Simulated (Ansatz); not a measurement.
# PtS2 monolayer (2H): relaxing the cell for a phonon run

Task: relax PtS2 monolayer (2H) tightly.

Method: DFT PBE, scalar-relativistic, plane waves, PAW; PAW set soft_1, in Ansatz 0.2.0.

Report form: the programs' logs are mostly left out.

### Step 1. The structure

The cell holds 3 atoms: 1 Pt and 2 S. Its edges and angles: a = 3.520 Å, b = 3.520 Å, c = 20.000 Å, α = 90.0°, β = 90.0°, γ = 120.0°. It derives from PtS2. Vacuum lies along c.

### Step 2. Probe on a coarse mesh

First a cheap look: the gap decides the mesh and the occupations, the pressure tells how far the cell has to move.

The program solves this slab on a cell height of its own, 30.0 Å, in place of the one typed.

Contents of input.yaml:

```yaml
crystal:
  lattice:
    - [3.52, 0.0, 0.0]
    - [-1.76, 3.04841, 0.0]
    - [0.0, 0.0, 20.0]
  atoms:
    - { symbol: Pt, position: [0.333333, 0.666667, 0.5] }
    - { symbol: S, position: [0.666667, 0.333333, 0.5775] }
    - { symbol: S, position: [0.666667, 0.333333, 0.4225] }
  periodic: [true, true, false]
kpoints:
  mp_grid: { grid: [6, 6, 1] }
hamiltonian:
  xc: pbe
  pseudopotentials: { kind: paw, azcp: { folder: soft_1 } }
scf:
  occupations: { method: gaussian, width: 0.1 }
output:
  forces: true
  stress: true
  eigenvalues: true
```

Command:

```
$ ansatz run input.yaml --threads 4 --pin off --max-ram 16384MiB --backend cpu --events-out ev --progress --plain --runs-dir out
```

The job ended after 2.4 s (4 threads of Arm Neoverse N1, shared host; peak memory 0.49 GiB).

Numbers from this step:

```
gap on the k-mesh : 0 eV
area per atom     : 3.577 Å²
```

The coarse mesh shows no gap.

### Step 3. Rough relaxation

The start is far from rest, so a relaxation with loose tolerances brings it close first.

The program solves this slab on a cell height of its own, 30.0 Å, in place of the one typed.

Changes to input.yaml since step 2:

```diff
@@ -21 +21,6 @@
   eigenvalues: true
+relax:
+  adjacent_minimum: "off"
+  f_tol: 0.05
+  max_steps: 80
+  cell: { stress_2d_tol: 0.02 }
```

Wall time 15 s (4 threads); peak memory 0.54 GiB.

The steps of the relaxation:

```tsv
step	energy less that of the first step (eV)	largest force component (eV/Å)	volume (Å³)
1	0.0000	1.6179	321.91
2	-0.2916	0.4677	315.83
3	-0.3109	0.0743	314.85
4	-0.3125	0.0088	312.79
5	-0.3127	0.0009	311.60
6*	-0.3123	0.0012	311.60
```

Relaxation steps marked * repeat the geometry before them on a plane-wave basis chosen anew for their cell, so energy and pressure can jump there.

The run keeps the 12 symmetry operations that it works with, so distortions that break them were not tested.

```tsv
cell as run	before	after	change
a (Å)	3.520	3.463	-1.6 %
b (Å)	3.520	3.463	-1.6 %
```

The atoms that moved most (Å, along periodic axes as changes of fractional coordinates times the final cell, across vacuum about the mean position):

```tsv
atom	dx	dy	dz	length
S3	0.000	0.000	0.141	0.141
S2	0.000	0.000	-0.141	0.141
```

The relaxed structure:

```xyz
3
Lattice="3.4631 0.0000 0.0000 -1.7316 2.9992 0.0000 0.0000 0.0000 30.0000" Properties=species:S:1:pos:R:3
Pt    0.0000    1.9994   10.0000
S     1.7316    0.9997   11.4091
S     1.7316    0.9997    8.5909
```

This step gave:

- area per atom: 3.462 Å²

The relaxation ends with a largest force component of 0.0012 eV/Å.

### Step 4. Bringing the structure to rest

The cell and atoms are relaxed, since residual forces and stress would shift the frequencies.

Contents of input.yaml:

```yaml
crystal:
  lattice:
    - [3.4631482744, 0.0, 0.0]
    - [-1.7315741372, 2.9991743827, 0.0]
    - [0.0, 0.0, 30.0]
  atoms:
    - { symbol: Pt, position: [0.3333333333, 0.6666666667, 0.3333333333] }
    - { symbol: S, position: [0.6666666667, 0.3333333333, 0.3803046162] }
    - { symbol: S, position: [0.6666666667, 0.3333333333, 0.2863620505] }
  periodic: [true, true, false]
kpoints:
  mp_grid: { grid: [15, 15, 1] }
hamiltonian:
  xc: pbe
  pseudopotentials: { kind: paw, azcp: { folder: soft_1 } }
scf:
  occupations: { method: gaussian, width: 0.1 }
output:
  forces: true
  stress: true
  eigenvalues: true
  write_density: true
  write_potential: true
  elf: true
  volumetric_format: npy
relax:
  adjacent_minimum: "off"
  f_tol: 0.005
  max_steps: 80
  cell: { stress_2d_tol: 0.02 }
```

Elapsed: 47 s, on 4 threads; peak memory 0.62 GiB; 3 min of CPU time.

Relaxation path:

```tsv
step	energy less that of the first step (eV)	largest force component (eV/Å)	volume (Å³)
1	0.0000	0.0656	311.60
2	-0.0015	0.0154	313.55
3	-0.0018	0.0034	315.25
4	-0.0018	0.0007	315.38
5*	-0.0020	0.0006	315.38
```

Relaxation steps marked * repeat the geometry before them on a plane-wave basis chosen anew for their cell, so energy and pressure can jump there.

The run keeps the 12 symmetry operations that it works with, so distortions that break them were not tested.

```tsv
cell as run	before	after	change
a (Å)	3.463	3.484	+0.6 %
b (Å)	3.463	3.484	+0.6 %
```

The atoms that moved most (Å, along periodic axes as changes of fractional coordinates times the final cell, across vacuum about the mean position):

```tsv
atom	dx	dy	dz	length
S2	0.000	0.000	-0.019	0.019
S3	0.000	0.000	0.019	0.019
```

Final coordinates:

```xyz
3
Lattice="3.4841 0.0000 0.0000 -1.7421 3.0173 0.0000 0.0000 0.0000 30.0000" Properties=species:S:1:pos:R:3
Pt    0.0000    2.0116   10.0000
S     1.7421    1.0058   11.3903
S     1.7421    1.0058    8.6097
```

This step gave:

```yaml
area_per_atom: 3.504 Å²
```

Electrostatic potential energy in the ac plane at fractional y = 0.333, with atoms of S within 0.2 Å of it. With pseudopotentials it is smooth inside the atoms' cores, unlike the true potential.

Ten even steps from '0' (-30 eV) to '9' (0 eV), each cell a mean:
```
99999999999999
99999999999999
99999999999999
99999999999999
99999999999999
99999999999999
99999999999999
99999999999999
99999999999999
99999999999999
99999999999999
99999999999999
99999999999999
99999999999999
89998751000036
77667764333457
77777753211246
89999862111247
99999999999999
99999999999999
99999999999999
99999999999999
99999999999999
99999999999999
```
Columns run along a (3.5 Å; values clipped at the 3rd and 97th percentile), rows up along c (30.0 Å). Atoms in or near the plane, at fractional coordinates: S at (0.67, 0.38), S at (0.67, 0.29).

Valence density in the ac plane at fractional y = 0.333, with atoms of S within 0.2 Å of it. It is the smooth field of the valence electrons, not physical close to the nuclei.

Values in units of 1e-1 e/Å³, 24 rows by 14 columns, each cell a mean:
```
0.0 0.0 0.0 0.0 0.0 0.0 0.0 0.0 0.0 0.0 0.0 0.0 0.0 0.0
0.0 0.0 0.0 0.0 0.0 0.0 0.0 0.0 0.0 0.0 0.0 0.0 0.0 0.0
0.0 0.0 0.0 0.0 0.0 0.0 0.0 0.0 0.0 0.0 0.0 0.0 0.0 0.0
0.0 0.0 0.0 0.0 0.0 0.0 0.0 0.0 0.0 0.0 0.0 0.0 0.0 0.0
0.0 0.0 0.0 0.0 0.0 0.0 0.0 0.0 0.0 0.0 0.0 0.0 0.0 0.0
0.0 0.0 0.0 0.0 0.0 0.0 0.0 0.0 0.0 0.0 0.0 0.0 0.0 0.0
0.0 0.0 0.0 0.0 0.0 0.0 0.0 0.0 0.0 0.0 0.0 0.0 0.0 0.0
0.0 0.0 0.0 0.0 0.0 0.0 0.0 0.0 0.0 0.0 0.0 0.0 0.0 0.0
0.0 0.0 0.0 0.0 0.0 0.0 0.0 0.0 0.0 0.0 0.0 0.0 0.0 0.0
0.0 0.0 0.0 0.0 0.0 0.0 0.0 0.0 0.0 0.0 0.0 0.0 0.0 0.0
0.0 0.0 0.0 0.0 0.0 0.0 0.0 0.0 0.0 0.0 0.0 0.0 0.0 0.0
0.0 0.0 0.0 0.0 0.0 0.0 0.0 0.0 0.0 0.0 0.0 0.0 0.0 0.0
0.0 0.0 0.0 0.0 0.0 0.0 0.0 0.0 0.0 0.0 0.0 0.0 0.0 0.0
0.2 0.1 0.1 0.1 0.1 0.3 0.4 0.7 0.9 1.1 1.0 0.8 0.5 0.3
1.9 1.1 0.8 0.9 1.6 3.0 5.7 8.6 8.4 7.0 7.7 8.8 7.2 4.3
3.9 4.3 4.7 4.5 4.0 4.0 4.7 6.0 6.4 6.1 6.2 6.3 5.3 4.2
3.6 3.5 3.7 3.6 3.6 4.1 5.5 7.3 7.1 6.2 6.6 7.4 6.5 4.7
1.5 0.8 0.6 0.7 1.2 2.4 4.6 7.3 7.7 7.0 7.4 7.6 5.9 3.4
0.1 0.1 0.1 0.1 0.1 0.1 0.2 0.4 0.5 0.5 0.5 0.4 0.3 0.2
0.0 0.0 0.0 0.0 0.0 0.0 0.0 0.0 0.0 0.0 0.0 0.0 0.0 0.0
0.0 0.0 0.0 0.0 0.0 0.0 0.0 0.0 0.0 0.0 0.0 0.0 0.0 0.0
0.0 0.0 0.0 0.0 0.0 0.0 0.0 0.0 0.0 0.0 0.0 0.0 0.0 0.0
0.0 0.0 0.0 0.0 0.0 0.0 0.0 0.0 0.0 0.0 0.0 0.0 0.0 0.0
0.0 0.0 0.0 0.0 0.0 0.0 0.0 0.0 0.0 0.0 0.0 0.0 0.0 0.0
```
Columns run along a (3.5 Å), rows up along c (30.0 Å). Atoms in or near the plane, at fractional coordinates: S at (0.67, 0.38), S at (0.67, 0.29).

ELF in the ac plane at fractional y = 0.333, with atoms of S within 0.2 Å of it. It is the smooth field of the valence electrons, not physical close to the nuclei.

Ten even steps from '_' (0.00) to '@' (0.83), each cell a mean:
```
____________________________
____________________________
____________________________
____________________________
____________________________
____________________________
____________________________
____________________________
____________________________
____________________________
____________________________
____________________________
____________________________
..______..::==**######**++==
**::....==%%@@@@**++++%%@@@@
==--------==++**++==++****++
==------==++**##++====**##**
++::__..==##@@@@%%####@@@@@@
..________::--++++****++==::
____________________________
____________________________
____________________________
____________________________
____________________________
```
Columns run along a (3.5 Å), rows up along c (30.0 Å). Atoms in or near the plane, at fractional coordinates: S at (0.67, 0.38), S at (0.67, 0.29).

### Step 5. Tight relaxation

Phonons need a cell at rest on their own settings, so the relaxation is repeated with tight tolerances on forces and stress on the k mesh and occupations of the first response run.

input.yaml, the sections that differ from step 4:

```yaml
crystal:
  lattice:
    - [3.4841280649, 0.0, 0.0]
    - [-1.7420640325, 3.0173434143, 0.0]
    - [0.0, 0.0, 30.0]
  atoms:
    - { symbol: Pt, position: [0.3333333333, 0.6666666667, 0.3333333333] }
    - { symbol: S, position: [0.6666666667, 0.3333333333, 0.3796772318] }
    - { symbol: S, position: [0.6666666667, 0.3333333333, 0.2869894349] }
  periodic: [true, true, false]
kpoints:
  mp_grid: { grid: [18, 18, 1] }
scf:
  occupations: { method: methfessel_paxton, width: 0.2 }
relax:
  adjacent_minimum: "off"
  f_tol: 0.001
  max_steps: 60
  cell: { stress_2d_tol: 0.002 }
# hamiltonian, output: as in step 4
```

Wall time 61 s (4 threads); peak memory 0.67 GiB; 3.9 min of CPU time.

Little changed from the start: no atom moved by 0.005 Å and no cell edge by 0.1 %.

This step gave:

- area per atom: 3.509 Å²

Valence density in the ac plane at fractional y = 0.333, with atoms of S within 0.2 Å of it. It is the smooth field of the valence electrons, not physical close to the nuclei.

Ten even steps from '_' (0.00 × 1e-1 e/Å³) to '@' (8.82 × 1e-1 e/Å³), each cell a mean:
```
____________________________
____________________________
____________________________
____________________________
____________________________
____________________________
____________________________
____________________________
____________________________
____________________________
____________________________
____________________________
____________________________
________________......______
::..__....--**@@@@##%%@@%%==
====++++====++**##**####**==
============**%%%%####%%##++
..______..::++%%%%##%%%%**--
____________________________
____________________________
____________________________
____________________________
____________________________
____________________________
```
Columns run along a (3.5 Å), rows up along c (30.0 Å). Atoms in or near the plane, at fractional coordinates: S at (0.67, 0.38), S at (0.67, 0.29).

Electrostatic potential energy in the ac plane at fractional y = 0.333, with atoms of S within 0.2 Å of it. With pseudopotentials it is smooth inside the atoms' cores, unlike the true potential.

Ten even steps from '_' (-30 eV) to '@' (0 eV), each cell a mean:
```
@@@@@@@@@@@@@@@@@@@@@@@@@@@@
@@@@@@@@@@@@@@@@@@@@@@@@@@@@
@@@@@@@@@@@@@@@@@@@@@@@@@@@@
@@@@@@@@@@@@@@@@@@@@@@@@@@@@
@@@@@@@@@@@@@@@@@@@@@@@@@@@@
@@@@@@@@@@@@@@@@@@@@@@@@@@@@
@@@@@@@@@@@@@@@@@@@@@@@@@@@@
@@@@@@@@@@@@@@@@@@@@@@@@@@@@
@@@@@@@@@@@@@@@@@@@@@@@@@@@@
@@@@@@@@@@@@@@@@@@@@@@@@@@@@
@@@@@@@@@@@@@@@@@@@@@@@@@@@@
@@@@@@@@@@@@@@@@@@@@@@@@@@@@
@@@@@@@@@@@@@@@@@@@@@@@@@@@@
@@@@@@@@@@@@@@@@@@@@@@@@@@@@
%%@@@@@@%%##++..________--**
####****####**==------==++##
############++--::....::==**
%%@@@@@@@@%%**::......::==##
@@@@@@@@@@@@@@@@@@@@@@@@@@@@
@@@@@@@@@@@@@@@@@@@@@@@@@@@@
@@@@@@@@@@@@@@@@@@@@@@@@@@@@
@@@@@@@@@@@@@@@@@@@@@@@@@@@@
@@@@@@@@@@@@@@@@@@@@@@@@@@@@
@@@@@@@@@@@@@@@@@@@@@@@@@@@@
```
Columns run along a (3.5 Å; values clipped at the 3rd and 97th percentile), rows up along c (30.0 Å). Atoms in or near the plane, at fractional coordinates: S at (0.67, 0.38), S at (0.67, 0.29).

ELF in the ac plane at fractional y = 0.333, with atoms of S within 0.2 Å of it. It is the smooth field of the valence electrons, not physical close to the nuclei.

Ten even steps from '_' (0.00) to '@' (0.83), each cell a mean:
```
____________________________
____________________________
____________________________
____________________________
____________________________
____________________________
____________________________
____________________________
____________________________
____________________________
____________________________
____________________________
____________________________
..______..::==**######**++==
++::....==%%@@@@**++**%%@@@@
==--------==++**++==++****++
==------==++**##++====**##**
++::__..==##@@@@%%####@@@@@@
..________..--++++****++==::
____________________________
____________________________
____________________________
____________________________
____________________________
```
Columns run along a (3.5 Å), rows up along c (30.0 Å). Atoms in or near the plane, at fractional coordinates: S at (0.67, 0.38), S at (0.67, 0.29).

The largest force component left is 0.12 meV/Å, within the tolerances set.

### Step 6. Results

```yaml
space_group_after_relaxation_within_0p01_a: P-6m2
lattice_constant_a: 3.487 Å
lattice_constant_b: 3.487 Å
area_per_atom: 3.51 Å²
```

In words: The largest force component left is 0.12 meV/Å, within the tolerances set. The relaxation keeps the symmetry of its start, so it says nothing on stability against lower symmetry. Spin-orbit coupling is left out, which can matter for the heavy elements here. The starting cell was built on a prototype and not taken from a measurement.

[Logs are printed without paths, hosts, clocks, repeated set-up lines and the standing remarks that a program may print on its own settings, such as how far it seeks lower states.]

[Hosts, paths, dates, database ids (printed as entryN), source tags and the programs' standing remarks are cut or masked in the printed files.]
